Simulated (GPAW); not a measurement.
# A Nb chain with a Zn atom on top of one atom: relaxation, then transmission at several levels

Aim: the conductance of a Nb chain with a Zn atom on top of one atom after relaxation, and whether geometry, basis or functional moves it most.

Calculated with GPAW 26.7.0; GPAW LCAO, PAW setups; relaxation of the junction within the symmetry of its start, lead ends held, in the first sound run; inputs show where later runs differ.

### 1. Set-up

The cell holds 18 atoms: 17 Nb and 1 Zn. Its edges and angles: a = 9.000 Å, b = 9.000 Å, c = 39.950 Å, α = 90.0°, β = 90.0°, γ = 90.0°. Regions: left lead, 8 atoms (8 Nb); channel, 2 atoms (1 Nb and 1 Zn); right lead, 8 atoms (8 Nb). Vacuum lies along a and b. The structure is stacked along c, and the current runs across the ab planes.

### 2. Relaxation

Transmission follows bond lengths closely, so the atoms between the held lead ends are relaxed first, within whatever symmetry the start has.

File run.py:

```python
import json
from ase import Atoms
from ase.constraints import FixAtoms
from ase.optimize import BFGS
from gpaw import GPAW, FermiDirac

device = Atoms(
    ['Nb', 'Nb', 'Nb', 'Nb', 'Nb', 'Nb', 'Nb', 'Nb', 'Nb', 'Zn', 'Nb', 'Nb', 'Nb', 'Nb', 'Nb', 'Nb', 'Nb', 'Nb'],
    positions=[
        [4.50000, 4.50000, 1.17500],
        [4.50000, 4.50000, 3.52500],
        [4.50000, 4.50000, 5.87500],
        [4.50000, 4.50000, 8.22500],
        [4.50000, 4.50000, 10.57500],
        [4.50000, 4.50000, 12.92500],
        [4.50000, 4.50000, 15.27500],
        [4.50000, 4.50000, 17.62500],
        [4.50000, 4.50000, 19.97500],
        [6.87050, 4.50000, 19.97500],
        [4.50000, 4.50000, 22.32500],
        [4.50000, 4.50000, 24.67500],
        [4.50000, 4.50000, 27.02500],
        [4.50000, 4.50000, 29.37500],
        [4.50000, 4.50000, 31.72500],
        [4.50000, 4.50000, 34.07500],
        [4.50000, 4.50000, 36.42500],
        [4.50000, 4.50000, 38.77500]],
    cell=[[9.0, 0.0, 0.0], [0.0, 9.0, 0.0], [0.0, 0.0, 39.95]],
    pbc=True)

device.set_constraint(FixAtoms([0, 1, 2, 3, 4, 5, 6, 11, 12, 13, 14, 15, 16, 17]))
device.calc = GPAW(mode='lcao', basis='dzp', xc='PBE', h=0.18,
                   kpts={'size': (1, 1, 2), 'gamma': True},
                   symmetry={'tolerance': 1e-3, 'extra_ids': [1, 1, 1, 1, 1, 1, 1, 0, 0, 0, 0, 1, 1, 1, 1, 1, 1, 1]},
                   occupations=FermiDirac(0.1), maxiter=250,
                   mixer=dict(beta=0.1, nmaxold=8, weight=100.0),
                   convergence=dict(density=0.0001), txt='relax.txt')
path = []
opt = BFGS(device, maxstep=0.15)
opt.attach(lambda: path.append((device.get_potential_energy(), device.positions.tolist(), device.get_forces().tolist())))
relaxed = bool(opt.run(fmax=0.05, steps=50))
json.dump(dict(relaxed=relaxed, path=path, positions=device.positions.tolist(), moments=device.get_magnetic_moments().tolist(),
               forces=device.get_forces(apply_constraint=False).tolist()), open('result.json', 'w'))
```

Started as:

```bash
$ OMP_NUM_THREADS=1 OPENBLAS_NUM_THREADS=1 python run.py
```

Output:

```text
Step          Energy          fmax
BFGS:    0      -93.656079        2.051662
BFGS:    1      -93.736262        1.563779
BFGS:    2      -93.849158        0.555486
BFGS:    3      -93.868295        0.346213
BFGS:    4      -93.885222        0.566486
BFGS:    5      -93.918762        0.818197
BFGS:    6      -93.987661        1.036800
BFGS:    7      -94.038236        1.073243
BFGS:    8      -94.083734        1.061958
BFGS:    9      -94.305743        1.189671
BFGS:   10      -94.525853        0.859388
BFGS:   11      -94.565907        0.499633
BFGS:   12      -94.585161        0.102575
BFGS:   13      -94.586452        0.059669
BFGS:   14      -94.586639        0.092212
BFGS:   15      -94.586749        0.083444
BFGS:   16      -94.587050        0.088011
BFGS:   17      -94.569540        0.331492
BFGS:   18      -94.587771        0.075746
BFGS:   19      -94.588143        0.067333
BFGS:   20      -94.585738        0.175065
BFGS:   21      -94.588733        0.046322
```

The job ended after 87 min (1 thread of Arm Neoverse V1, shared host; peak memory 2.2 GiB).

Step by step:

```csv
step,energy less that of the first step (eV),largest force (eV/Å)
1,0.0000,2.0517
2,-0.0788,1.5638
3,-0.1863,0.5555
4,-0.2029,0.3462
5,-0.2166,0.5665
6,-0.2438,0.8182
7,-0.3036,1.0368
8,-0.3530,1.0732
9,-0.3996,1.0620
10,-0.6238,1.1897
11,-0.8436,0.8594
12,-0.8867,0.4996
13,-0.9059,0.1026
14,-0.9073,0.0597
15,-0.9074,0.0922
16,-0.9076,0.0834
17,-0.9078,0.0880
18,-0.8885,0.3315
19,-0.9082,0.0757
20,-0.9088,0.0673
21,-0.9065,0.1751
22,-0.9093,0.0463
```

The atoms that moved most (Å):

```csv
atom,dx,dy,dz,length
Nb9,-0.584,0.000,0.000,0.584
Nb11,0.466,0.000,-0.184,0.501
Nb8,0.466,0.000,0.184,0.501
Zn10,-0.257,0.000,0.000,0.257
```

The relaxation lowered the energy of the cell by 0.909 eV (energies extrapolated to zero smearing; the optimiser's log prints free energies). The largest force left on a free atom is 0.046 eV/Å.

### 3. GPAW, dzp

The script solves lead and junction separately, takes H and S in the orbital basis, and joins semi-infinite leads through their self-energies; the dzp basis is the working standard.

This step: GPAW LCAO, PAW setups; Landauer transmission from Green's functions with principal layers (ASE), zero bias (GPAW 26.7.0).

File run.py:

```python
import json
import numpy as np
from ase import Atoms
from ase.transport.calculators import TransportCalculator
from gpaw import GPAW, FermiDirac
from gpaw.lcao.tools import get_lcao_hamiltonian
from scipy.linalg import eigh

# The junction with lead layers at both ends, along the third cell vector
device = Atoms(
    ['Nb', 'Nb', 'Nb', 'Nb', 'Nb', 'Nb', 'Nb', 'Nb', 'Nb', 'Zn', 'Nb', 'Nb', 'Nb', 'Nb', 'Nb', 'Nb', 'Nb', 'Nb'],
    positions=[
        [4.50000, 4.50000, 1.17500],
        [4.50000, 4.50000, 3.52500],
        [4.50000, 4.50000, 5.87500],
        [4.50000, 4.50000, 8.22500],
        [4.50000, 4.50000, 10.57500],
        [4.50000, 4.50000, 12.92500],
        [4.50000, 4.50000, 15.27500],
        [4.96646, 4.50000, 17.80854],
        [3.91639, 4.50000, 19.97500],
        [6.61309, 4.50000, 19.97500],
        [4.96646, 4.50000, 22.14146],
        [4.50000, 4.50000, 24.67500],
        [4.50000, 4.50000, 27.02500],
        [4.50000, 4.50000, 29.37500],
        [4.50000, 4.50000, 31.72500],
        [4.50000, 4.50000, 34.07500],
        [4.50000, 4.50000, 36.42500],
        [4.50000, 4.50000, 38.77500]],
    cell=[[9.0, 0.0, 0.0], [0.0, 9.0, 0.0], [0.0, 0.0, 39.95]],
    pbc=True)

# One principal layer of the lead: the first 5 atoms of the device
lead = Atoms(
    ['Nb', 'Nb', 'Nb', 'Nb', 'Nb'],
    positions=[
        [4.50000, 4.50000, 1.17500],
        [4.50000, 4.50000, 3.52500],
        [4.50000, 4.50000, 5.87500],
        [4.50000, 4.50000, 8.22500],
        [4.50000, 4.50000, 10.57500]],
    cell=[[9.0, 0.0, 0.0], [0.0, 9.0, 0.0], [0.0, 0.0, 11.75]],
    pbc=True)

settings = dict(mode='lcao', basis='dzp', xc='PBE', h=0.2,
                occupations=FermiDirac(0.1), maxiter=250,
                mixer=dict(beta=0.1, nmaxold=8, weight=100.0),
                convergence=dict(density=0.0001))
energies = np.arange(-2, 2 + 1e-9, 0.025)
eta = 0.0001
n1, n2 = 1, 1
# k and -k transmit alike, so half of the mesh across the current serves
mesh = [(i, j) for i in range(n1) for j in range(n2) if (i, j) <= (-i % n1, -j % n2)]
weights = np.array([1 if (i, j) == (-i % n1, -j % n2) else 2 for i, j in mesh]) / (n1 * n2)

# [... helper functions left out ...]
fermi_lead = ground_state(lead, (1, 1, 10), 'lead.txt')
fermi_device = ground_state(device, (1, 1, 2), 'device.txt')
# [... loop over the mesh left out, but for ...]
        # Shift the lead onto the potential of the device's first layer
        shift = ((H[:, 0, 0] - H0[:, 0, 0]) / S0[0, 0]).real.mean()
# [...]
kT = 8.617333e-5 * 300
bias = [0.1, 0.2, 0.5, 1.0, 1.5, 2.0]
# [... integrals and printing left out ...]
```

Output:

```text
basis functions: device 514, principal layer 145
Fermi level: lead -2.3976 eV, device -2.3211 eV; lead shifted by 0.0088 eV
largest coupling past the next layer 3.08e-07 eV, largest misfit of the first layer 0.022 eV
  E-E_F (eV)   T (one spin)  [channel counts left out]
    -2.000    6.5528e-01
    -1.975    7.2822e-01
    -1.950    7.9378e-01
    -1.925    8.4984e-01
    -1.900    8.9625e-01
    -1.875    9.3407e-01
    -1.850    9.6497e-01
    -1.825    9.9071e-01
    -1.800    1.0130e+00
    -1.775    1.0335e+00
    -1.750    1.0537e+00
    -1.725    1.0752e+00
    -1.700    1.0999e+00
    -1.675    1.1301e+00
    -1.650    1.1684e+00
    -1.625    1.2183e+00
[...]
1.825    1.0805e+00
     1.850    9.3075e-01
     1.875    7.7343e-01
     1.900    6.8042e-01
     1.925    6.1330e-01
     1.950    5.7891e-01
     1.975    5.9145e-01
     2.000    6.6327e-01
conductance at 300 K: 3.8585 G0 a cell; thermopower -4.523 uV/K
current from the zero-bias T(E) at 0.1 V: 29.854 uA
current from the zero-bias T(E) at 0.2 V: 59.479 uA
current from the zero-bias T(E) at 0.5 V: 145.54 uA
current from the zero-bias T(E) at 1.0 V: 269.52 uA
current from the zero-bias T(E) at 1.5 V: 386.39 uA
current from the zero-bias T(E) at 2.0 V: 496.08 uA
```

The job ended after 6.4 min (1 thread; peak memory 1.7 GiB).

This step gave:

| Property | Result |
| --- | --- |
| conductance | 3.859 G₀ |
| thermopower | -4.523 μV/K |
| largest coupling past the next principal layer | 3.08e-7 eV |
| largest misfit of the first principal layer | 0.02220 eV |
| shift that aligns the lead | 0.008782 eV |
| basis functions of the junction | 514 |
| basis functions of a principal layer | 145 |
| transmission at the Fermi level (one spin) | 3.875 |

One spin. The transmission, zone mean by energy, zero at the Fermi level:

```csv
energy (eV),"transmission, zone mean"
-2.000,0.655
-1.900,0.896
-1.800,1.01
-1.700,1.10
-1.600,1.28
-1.500,1.72
-1.450,2.94
-1.400,2.23
-1.300,2.46
-1.200,2.64
-1.100,2.74
-1.000,2.66
-0.975,2.76
-0.900,2.72
-0.800,2.66
-0.700,2.58
-0.600,2.37
-0.500,1.82
-0.400,1.84
-0.300,2.65
-0.200,3.24
-0.100,3.57
0.000,3.88
0.100,4.04
0.200,4.14
0.300,4.18
0.325,4.24
0.400,4.20
0.500,4.02
0.600,3.75
0.700,3.46
0.800,3.16
0.900,2.89
1.000,2.70
1.100,2.51
1.200,2.40
1.300,2.33
1.400,2.30
1.500,2.28
1.600,2.23
1.700,1.96
1.800,1.30
1.900,0.680
2.000,0.663
```

Not self-consistent under bias; the bias window is split evenly. Table of current through one cell, from the zero-bias transmission by bias:

```csv
bias (V),"current through one cell, from the zero-bias transmission (μA)"
0.100,29.9
0.200,59.5
0.500,146
1.000,270
1.500,386
2.000,496
```

Table of transmission of the three most open eigenchannels by energy, zero at the Fermi level:

```csv
energy (eV),channel 1,channel 2,channel 3
-2.000,0.505,0.149,0.00113
-1.800,0.879,0.121,0.0131
-1.600,0.934,0.196,0.153
-1.400,0.947,0.912,0.262
-1.200,0.969,0.952,0.521
-1.000,0.951,0.754,0.718
-0.800,0.998,0.761,0.583
-0.600,0.864,0.724,0.485
-0.400,0.660,0.603,0.486
-0.200,0.759,0.713,0.549
0.000,0.882,0.758,0.681
0.200,0.900,0.896,0.811
0.400,0.997,0.941,0.860
0.600,0.998,0.986,0.788
0.800,0.994,0.828,0.691
1.000,0.993,0.682,0.580
1.200,0.996,0.633,0.480
1.400,0.963,0.723,0.425
1.600,0.946,0.824,0.366
1.800,0.864,0.237,0.189
2.000,0.488,0.174,9.9e-4
```

Couplings past the next layer reach 3.1e-7 eV, small enough to drop; the matrix elements of the cell's first layer differ from the bulk lead's by up to 0.022 eV. That layer keeps its own values in the calculation, and only beyond it is the lead taken as perfect. The Fermi levels of lead and junction count from different zeros of potential, one for each periodic cell; with both set to zero, the small remaining shift is what aligns them. By hand: G = 3.859 × 77.48 μS = 299 μS, a resistance of 3.34 kΩ; at 0.1 V a linear junction would pass 29.9 μA, and the integral over the bias window gives 29.9 μA. Mott's formula, S = -(π²/3)(k_B²T/e) d ln T/dE, has the prefactor 7.33 μV/K·eV at 300 K; T = 3.808 at -0.025 eV and 3.932 at 0.025 eV give a slope of 0.637 per eV and S = -4.67 μV/K, beside -4.52 μV/K from the thermal integral, which interpolates the same grid.

### 4. GPAW, szp: basis = "szp(dzp)"

One radial function a shell plus polarisation makes the matrices smaller; the question is what that costs.

Edit run.py of step 3 so:

```diff
@@ -45,3 +45,3 @@
 
-settings = dict(mode='lcao', basis='dzp', xc='PBE', h=0.2,
+settings = dict(mode='lcao', basis='szp(dzp)', xc='PBE', h=0.2,
                 occupations=FermiDirac(0.1), maxiter=250,
```

Output:

```text
basis functions: device 284, principal layer 80
Fermi level: lead -2.5972 eV, device -2.4980 eV; lead shifted by 0.0043 eV
largest coupling past the next layer 3.00e-07 eV, largest misfit of the first layer 0.015 eV
  E-E_F (eV)   T (one spin)  [channel counts left out]
    -2.000    5.4464e-01
    -1.975    6.1736e-01
    -1.950    6.8690e-01
    -1.925    7.4929e-01
    -1.900    8.0276e-01
    -1.875    8.4732e-01
    -1.850    8.8403e-01
    -1.825    9.1446e-01
    -1.800    9.4029e-01
    -1.775    9.6315e-01
    -1.750    9.8472e-01
    -1.725    1.0067e+00
    -1.700    1.0312e+00
    -1.675    1.0607e+00
    -1.650    1.0984e+00
    -1.625    1.1485e+00
[...]
1.825    1.9610e+00
     1.850    1.8105e+00
     1.875    1.2989e+00
     1.900    7.5200e-01
     1.925    4.8688e-01
     1.950    4.1251e-01
     1.975    3.9273e-01
     2.000    4.0804e-01
conductance at 300 K: 3.9318 G0 a cell; thermopower -4.856 uV/K
current from the zero-bias T(E) at 0.1 V: 30.421 uA
current from the zero-bias T(E) at 0.2 V: 60.607 uA
current from the zero-bias T(E) at 0.5 V: 148.4 uA
current from the zero-bias T(E) at 1.0 V: 275.13 uA
current from the zero-bias T(E) at 1.5 V: 393.58 uA
current from the zero-bias T(E) at 2.0 V: 501.06 uA
```

Wall time 3.3 min (1 thread); peak memory 1.6 GiB.

This step gave:

```yaml
conductance: 3.932 G₀
thermopower: -4.856 μV/K
largest_coupling_past_the_next_principal_layer: 3.00e-7 eV
largest_misfit_of_the_first_principal_layer: 0.01532 eV
shift_that_aligns_the_lead: 0.004332 eV
basis_functions_of_the_junction: 284
basis_functions_of_a_principal_layer: 80
transmission_at_the_fermi_level_one_spin: 3.949
```

One spin. The transmission, zone mean by energy, zero at the Fermi level:

```csv
energy (eV),"transmission, zone mean"
-2.000,0.545
-1.900,0.803
-1.800,0.940
-1.700,1.03
-1.600,1.22
-1.500,1.69
-1.400,2.05
-1.300,2.17
-1.200,2.38
-1.100,2.53
-1.000,2.58
-0.900,2.60
-0.825,2.60
-0.800,2.60
-0.700,2.57
-0.600,2.43
-0.500,2.09
-0.400,1.83
-0.300,2.68
-0.200,3.25
-0.100,3.62
0.000,3.95
0.100,4.14
0.200,4.27
0.300,4.36
0.400,4.29
0.500,4.08
0.600,3.79
0.700,3.46
0.800,3.14
0.900,2.87
1.000,2.67
1.100,2.52
1.200,2.44
1.300,2.40
1.400,2.40
1.500,2.42
1.600,2.41
1.700,2.35
1.725,2.38
1.800,2.09
1.900,0.752
2.000,0.408
```

Not self-consistent under bias; the bias window is split evenly. The current through one cell, from the zero-bias transmission by bias:

```csv
bias (V),"current through one cell, from the zero-bias transmission (mA)"
0.100,0.0304
0.200,0.0606
0.500,0.148
1.000,0.275
1.500,0.394
2.000,0.501
```

Transmission of the three most open eigenchannels against energy, zero at the Fermi level:

```csv
energy (eV),channel 1,channel 2,channel 3
-2.000,0.389,0.156,3.9e-4
-1.900,0.674,0.126,0.00191
-1.800,0.812,0.119,0.00863
-1.700,0.865,0.127,0.0399
-1.600,0.885,0.186,0.145
-1.500,0.894,0.620,0.172
-1.400,0.939,0.900,0.211
-1.300,0.984,0.906,0.275
-1.200,0.963,0.921,0.375
-1.100,0.939,0.887,0.510
-1.000,0.962,0.769,0.615
-0.900,0.983,0.689,0.653
-0.800,0.997,0.729,0.565
-0.700,0.987,0.737,0.510
-0.600,0.917,0.722,0.482
-0.500,0.786,0.675,0.476
-0.400,0.736,0.583,0.487
-0.300,0.727,0.542,0.514
-0.200,0.747,0.738,0.553
-0.100,0.832,0.771,0.603
0.000,0.878,0.788,0.695
0.100,0.897,0.825,0.816
0.200,0.928,0.900,0.867
0.300,0.992,0.920,0.890
0.400,0.996,0.971,0.867
0.500,0.997,0.997,0.832
0.600,0.998,0.969,0.783
0.700,0.993,0.891,0.716
0.800,0.985,0.809,0.629
0.900,0.979,0.747,0.544
1.000,0.979,0.703,0.480
1.100,0.986,0.678,0.442
1.200,0.993,0.675,0.424
1.300,0.998,0.702,0.413
1.400,0.995,0.767,0.400
1.500,0.979,0.867,0.379
1.600,0.971,0.933,0.353
1.700,0.986,0.912,0.323
1.800,0.969,0.835,0.245
1.900,0.456,0.217,0.0745
2.000,0.337,0.0708,4.0e-6
```

The conductance, 3.93 G₀, lies 1.9 % above that of the dzp run.

### 5. Minimal basis

One function for each valence shell of the setup, as for a first survey of a large system.

Edit run.py of step 4 so:

```diff
@@ -45,3 +45,3 @@
 
-settings = dict(mode='lcao', basis='szp(dzp)', xc='PBE', h=0.2,
+settings = dict(mode='lcao', basis='sz(dzp)', xc='PBE', h=0.2,
                 occupations=FermiDirac(0.1), maxiter=250,
```

Output:

```text
basis functions: device 230, principal layer 65
Fermi level: lead -2.6646 eV, device -2.5622 eV; lead shifted by 0.0067 eV
largest coupling past the next layer 2.93e-07 eV, largest misfit of the first layer 0.019 eV
  E-E_F (eV)   T (one spin)  [channel counts left out]
    -2.000    5.5986e-01
    -1.975    6.2543e-01
    -1.950    6.8720e-01
[...]
1.975    9.2555e-01
     2.000    7.5586e-01
conductance at 300 K: 3.9868 G0 a cell; thermopower -4.729 uV/K
current from the zero-bias T(E) at 0.1 V: 30.847 uA
current from the zero-bias T(E) at 0.2 V: 61.463 uA
current from the zero-bias T(E) at 0.5 V: 150.61 uA
current from the zero-bias T(E) at 1.0 V: 279.38 uA
current from the zero-bias T(E) at 1.5 V: 399.06 uA
current from the zero-bias T(E) at 2.0 V: 507.08 uA
```

Elapsed: 2.4 min, on 1 thread; peak memory 1.5 GiB.

Numbers from this step:

```
conductance                                    : 3.987 G₀
thermopower                                    : -4.729 μV/K
largest coupling past the next principal layer : 2.93e-7 eV
largest misfit of the first principal layer    : 0.01905 eV
shift that aligns the lead                     : 0.006677 eV
basis functions of the junction                : 230
basis functions of a principal layer           : 65
transmission at the Fermi level (one spin)     : 4.004
```

The conductance, 3.99 G₀, lies 3.3 % above that of the dzp run.

### 6. RPBE in the dzp basis: xc = "RPBE"

Back in the dzp basis, the functional changes from PBE to RPBE, to set the spread between functionals beside that between bases.

Edit run.py of step 5 so:

```diff
@@ -45,3 +45,3 @@
 
-settings = dict(mode='lcao', basis='sz(dzp)', xc='PBE', h=0.2,
+settings = dict(mode='lcao', basis='dzp', xc='RPBE', h=0.2,
                 occupations=FermiDirac(0.1), maxiter=250,
```

Output:

```text
basis functions: device 514, principal layer 145
Fermi level: lead -2.3084 eV, device -2.2267 eV; lead shifted by 0.0091 eV
largest coupling past the next layer 3.66e-07 eV, largest misfit of the first layer 0.022 eV
  E-E_F (eV)   T (one spin)  [channel counts left out]
    -2.000    6.5499e-01
    -1.975    7.2701e-01
    -1.950    7.9183e-01
[...]
1.975    6.1286e-01
     2.000    7.1500e-01
conductance at 300 K: 3.8647 G0 a cell; thermopower -4.623 uV/K
current from the zero-bias T(E) at 0.1 V: 29.903 uA
current from the zero-bias T(E) at 0.2 V: 59.584 uA
current from the zero-bias T(E) at 0.5 V: 145.51 uA
current from the zero-bias T(E) at 1.0 V: 267.09 uA
current from the zero-bias T(E) at 1.5 V: 383.64 uA
current from the zero-bias T(E) at 2.0 V: 492.46 uA
```

It took 6.6 min on 1 thread; peak memory 1.7 GiB.

This step gave:

- conductance: 3.865 G₀
- thermopower: -4.623 μV/K
- largest coupling past the next principal layer: 3.66e-7 eV
- largest misfit of the first principal layer: 0.02187 eV
- shift that aligns the lead: 0.009135 eV
- basis functions of the junction: 514
- basis functions of a principal layer: 145
- transmission at the Fermi level (one spin): 3.881

The conductance equals that of the dzp run to 0.2 %.

(Continued in part 2 of 2.)

[Logs are printed without paths, hosts, clocks, repeated set-up lines and the standing remarks that a program may print on its own settings, such as how far it seeks lower states.]

[Hosts, paths, dates, database ids (printed as entryN), source tags and the programs' standing remarks are cut or masked in the printed files.]
